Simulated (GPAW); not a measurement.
**SnSeS (P3m1): one start, several treatments of the self-energy**

Wanted: the gap of SnSeS (P3m1) under several approximations, with cost.

Program: GPAW 26.7.0. Level of theory: LDA and many-body steps on it, plane waves. Results are calculated unless marked as measured.

This is a report of a sequence of runs, with most program output left out.

### 1. Set-up

It takes space group P3m1 (No. 156, trigonal). Conventional cell: a = 3.760 Å, b = 3.760 Å, c = 6.364 Å, α = 90.00°, β = 90.00°, γ = 120.00°. Nearest to Sn lie 3 S at 2.61 Å and 3 Se at 2.69 Å. Nearest to Se lie 3 Sn at 2.69 Å. Nearest to S lie 3 Sn at 2.61 Å. Farther neighbours and most contacts between anions are not listed.

As a file:

```xyz
3
Lattice="3.7602 0.0000 0.0000 -1.8801 3.2564 0.0000 0.0000 0.0000 6.3640" Properties=species:S:1:pos:R:3 pbc="T T T"
Sn    0.0000    2.1710    0.0487
Se    0.0000    0.0000    4.8221
S     1.8801    1.0855    1.4933
```

The cell and positions are those that the Materials Project relaxed with its own functionals (PBE, PBE+U or r2SCAN), kept fixed.

### 2. Empty states on the mesh, 3×3×2 mesh, 272 bands

This step: GPAW 26.7.0; DFT, LDA, plane waves, PAW.

The sums over transitions need many empty states on a uniform mesh; this step solves for them.

The input, run.py:

```python
import json
import numpy as np
from gpaw.mpi import world
from gpaw import GPAW

calc = GPAW('gs.gpw').fixed_density(kpts={'size': (3, 3, 2), 'gamma': True},
    parallel={'domain': 1, 'band': 1},
    txt='nscf.txt')
calc.diagonalize_full_hamiltonian(nbands=272)
calc.write('full.gpw', mode='all')
res = {}
kpts = calc.get_ibz_k_points()
res['kpts'] = kpts
res['eigenvalues'] = [calc.get_eigenvalues(kpt=k) for k in range(len(kpts))]
res['n_electrons'] = calc.get_number_of_electrons()

if world.rank == 0:
    with open('result.json', 'w') as f:
        json.dump(res, f, default=lambda x: x.tolist())
```

On the command line:

```console
$ mpirun -n 4 gpaw python run.py
```

Run time: 11 s. Hardware: 4 MPI ranks of Arm Neoverse V2, shared host; peak memory 1.4 GiB; 43 s of CPU time.

Numbers from this step:

```
gap                                                           : 1.134 eV
k of the valence top                                          : 0, 0, 0.5
k of the conduction bottom                                    : 0, 0, 0
least direct gap                                              : 1.182 eV
k points computed                                             : 6
lowest point of the top converged band, above the valence top : 118.0886 eV
```

On this mesh the gap is 1.134 eV.

### 3. G0W0, Godby-Needs plasmon pole

G0W0 replaces the xc potential by the self-energy, built once from these orbitals. Only a window of levels is corrected, while the sums run over the empty bands that the input names.

This step: G0W0 on LDA, plane waves, PAW.

The input, run.py:

```python
import json
import numpy as np
from gpaw.mpi import world
from gpaw.response.g0w0 import G0W0

gw = G0W0('full.gpw',
    filename='gw',
    kpts=[0, 1],
    bands=(11, 15),
    ecut=78,
    nbands=121,
    integrate_gamma='WS',
    ppa=True)
gw.calculate()
res = {mode: {k: v for k, v in r.items() if k != 'sigma_eskwn'}
       for mode, r in gw.all_results.items()}

if world.rank == 0:
    with open('result.json', 'w') as f:
        json.dump(res, f, default=lambda x: x.tolist())
```

On the command line:

```console
$ mpirun -n 4 gpaw python run.py
```

Elapsed: 9 s, on 4 MPI ranks; peak memory 1.3 GiB.

Numbers from this step:

```yaml
g0w0_gap_on_the_points_computed: 2.049 eV
least_direct_g0w0_gap_on_the_computed_points: 2.101 eV
z_at_the_valence_top: 0.7732
z_at_the_conduction_bottom: 0.7957
starting_gap_on_the_mesh: 1.134 eV
k_of_the_valence_top: 0, 0, 0.5
k_of_the_conduction_bottom: 0, 0, 0
```

The gap on the mesh goes from 1.13 eV to 2.05 eV, a correction of +0.92 eV.

### 4. One-shot HSE06

This step: one-shot HSE06 levels on LDA orbitals, plane waves, PAW.

The input, run.py:

```python
import json
import numpy as np
from gpaw.mpi import world
from gpaw.hybrids.eigenvalues import non_self_consistent_eigenvalues

dft, vxc, vxc_hyb = non_self_consistent_eigenvalues('full.gpw', 'HSE06', 11, 15, kpt_indices=[0, 1])
res = {'dft': dft[0], 'hybrid': (dft - vxc + vxc_hyb)[0]}
if world.rank == 0:
    with open('hybrid.txt', 'w') as f:
        for k, e0, e1 in zip([0, 1], res['dft'], res['hybrid']):
            print(k, ' '.join(f'{x:9.4f}' for x in e0), '|', ' '.join(f'{x:9.4f}' for x in e1), file=f)

if world.rank == 0:
    with open('result.json', 'w') as f:
        json.dump(res, f, default=lambda x: x.tolist())
```

On the command line:

```console
$ mpirun -n 4 gpaw python run.py
```

Run time: 2.3 s. Hardware: 4 MPI ranks; peak memory 0.65 GiB; 8.9 s of CPU time.

Numbers from this step:

```yaml
starting_gap_on_the_mesh: 1.134 eV
hybrid_gap_on_the_mesh: 2.124 eV
least_direct_hybrid_gap_on_the_computed_points: 2.169 eV
```

### 5. G0W0, extrapolated in the cutoff

This step: G0W0 on LDA, plane waves, PAW.

The input, run.py:

```python
import json
import numpy as np
from gpaw.mpi import world
from gpaw.response.g0w0 import G0W0

gw = G0W0('full.gpw',
    filename='gw',
    kpts=[0, 1],
    bands=(11, 15),
    ecut=130.0,
    integrate_gamma='WS',
    ppa=True,
    ecut_extrapolation=True)
gw.calculate()
res = {mode: {k: v for k, v in r.items() if k != 'sigma_eskwn'}
       for mode, r in gw.all_results.items()}

if world.rank == 0:
    with open('result.json', 'w') as f:
        json.dump(res, f, default=lambda x: x.tolist())
```

On the command line:

```console
$ mpirun -n 4 gpaw python run.py
```

It took 54 s on 4 MPI ranks; peak memory 1.5 GiB; 3.6 min of CPU time.

Numbers from this step:

```
quasiparticle gap on the points computed              : 2.052 eV
least direct quasiparticle gap on the computed points : 2.100 eV
Z at the valence top                                  : 0.7688
Z at the conduction bottom                            : 0.7914
starting gap on the mesh                              : 1.134 eV
k of the valence top                                  : 0, 0, 0.5
k of the conduction bottom                            : 0, 0, 0
gaps at the cutoffs of the extrapolation              : 2.061, 2.061, 2.059 eV
```

Against G0W0 in GPAW (3×3×2 mesh, 121 bands, screening to 78 eV, Godby-Needs plasmon pole), the gap moves by +0.002 eV.

### 6. One-shot Hartree-Fock

This step: one-shot Hartree-Fock levels on LDA orbitals, plane waves, PAW.

The input, run.py:

```python
import json
import numpy as np
from gpaw.mpi import world
from gpaw.hybrids.eigenvalues import non_self_consistent_eigenvalues

dft, vxc, vxc_hyb = non_self_consistent_eigenvalues('full.gpw', 'EXX', 11, 15, kpt_indices=[0, 1])
res = {'dft': dft[0], 'hybrid': (dft - vxc + vxc_hyb)[0]}
if world.rank == 0:
    with open('hybrid.txt', 'w') as f:
        for k, e0, e1 in zip([0, 1], res['dft'], res['hybrid']):
            print(k, ' '.join(f'{x:9.4f}' for x in e0), '|', ' '.join(f'{x:9.4f}' for x in e1), file=f)

if world.rank == 0:
    with open('result.json', 'w') as f:
        json.dump(res, f, default=lambda x: x.tolist())
```

On the command line:

```console
$ mpirun -n 4 gpaw python run.py
```

Elapsed: 2.3 s, on 4 MPI ranks; peak memory 0.72 GiB.

Numbers from this step:

- starting gap on the mesh: 1.134 eV
- hybrid gap on the mesh: 7.429 eV
- least direct hybrid gap on the computed points: 7.491 eV

### 7. G0W0, full frequency, Hilbert transform

This step: G0W0 on LDA, plane waves, PAW.

The input, run.py:

```python
import json
import numpy as np
from gpaw.mpi import world
from gpaw.response.g0w0 import G0W0

gw = G0W0('full.gpw',
    filename='gw',
    kpts=[0, 1],
    bands=(11, 15),
    ecut=78,
    nbands=121,
    integrate_gamma='WS',
    frequencies={'type': 'nonlinear', 'domega0': 0.1, 'omega2': 15.0},
    eta=0.1,
    nblocksmax=True)
gw.calculate()
res = {mode: {k: v for k, v in r.items() if k != 'sigma_eskwn'}
       for mode, r in gw.all_results.items()}

if world.rank == 0:
    with open('result.json', 'w') as f:
        json.dump(res, f, default=lambda x: x.tolist())
```

On the command line:

```console
$ mpirun -n 4 gpaw python run.py
```

Run time: 27 s. Hardware: 4 MPI ranks; peak memory 1.5 GiB; 1.8 min of CPU time.

Numbers from this step:

```yaml
g0w0_gap_on_the_points_computed: 2.037 eV
least_direct_g0w0_gap_on_the_computed_points: 2.087 eV
starting_gap_on_the_mesh: 1.134 eV
k_of_the_valence_top: 0, 0, 0.5
k_of_the_conduction_bottom: 0, 0, 0
```

Against G0W0 in GPAW (3×3×2 mesh, 121 bands, screening to 78 eV, Godby-Needs plasmon pole), the gap moves by −0.012 eV.

### 8. The runs together

Times are wall times on 4 MPI ranks of Arm Neoverse V2, shared host, good to a factor of about two.

| run | mesh | bands | screening cutoff (eV) | DFT gap (eV) | gap on the mesh (eV) | direct (eV) | time |
| --- | --- | --- | --- | --- | --- | --- | --- |
| G0W0, Godby-Needs plasmon pole | 3×3×2 | 121 | 78 | 1.134 | 2.049 | 2.101 | 9 s |
| one-shot HSE06 | 3×3×2 | - | - | 1.134 | 2.124 | 2.169 | 2.3 s |
| G0W0, extrapolated in the cutoff | 3×3×2 | - | 130 | 1.134 | 2.052 | 2.100 | 54 s |
| one-shot Hartree-Fock | 3×3×2 | - | - | 1.134 | 7.429 | 7.491 | 2.3 s |
| G0W0, full frequency, Hilbert transform | 3×3×2 | 121 | 78 | 1.134 | 2.037 | 2.087 | 27 s |

### 9. Summary of results

```json
{
 "G0W0, Godby-Needs plasmon pole": "2.049 eV",
 "one-shot HSE06": "2.124 eV",
 "G0W0, extrapolated in the cutoff": "2.052 eV",
 "one-shot Hartree-Fock": "7.429 eV",
 "G0W0, full frequency, Hilbert transform": "2.037 eV",
 "known limits": "not at the basis limit; no spin-orbit coupling; coarse k mesh"
}
```

What this shows: One-shot HSE06: +0.075 eV against G0W0, Godby-Needs plasmon pole. G0W0, extrapolated in the cutoff: +0.002 eV against G0W0, Godby-Needs plasmon pole, at other bands or cutoff, so not like for like. One-shot Hartree-Fock: +5.380 eV against G0W0, Godby-Needs plasmon pole. G0W0, full frequency, Hilbert transform: −0.012 eV against G0W0, Godby-Needs plasmon pole. Bare exchange alone opens the gap to 7.43 eV; against G0W0, correlation takes back 5.38 eV. One-shot hybrid levels are evaluated on the LDA orbitals. Bands and cutoff are finite, so the gap is not at the basis limit. The miss can reach some tenths of an eV and take either sign; the mesh is an error of its own. These stock PAW sets were not made for GW; the filled d or f shell of Se lies in the frozen core, which bears on start and correction. In the G0W0 runs levels were corrected at 2 k points alone, so a gap called «on the mesh» is the least over those, and an edge elsewhere would be missed. The program warns of a poor linear fit in the extrapolation of some level, so the extrapolated values are rough. A denser mesh or path gives a starting gap of 0.85 eV: the GW mesh misses a band edge, so its gaps are not the fundamental one. The 3×3×2 mesh is coarse for this cell, which bears on the long-range parts of exchange and screening. The many-body steps are scalar-relativistic: spin-orbit coupling is not in them.

[Paths, hosts, dates, memory and timing lines, banners, echoed tables and standing remarks are left out of the program output.]

[Logs are printed without paths, hosts, clocks, repeated set-up lines and the standing remarks that a program may print on its own settings, such as how far it seeks lower states.]

[Runs of the session that timed out or met a known fault of the program may be left out.]

[Hosts, paths, dates, database ids (printed as entryN), source tags and the programs' standing remarks are cut or masked in the printed files.]
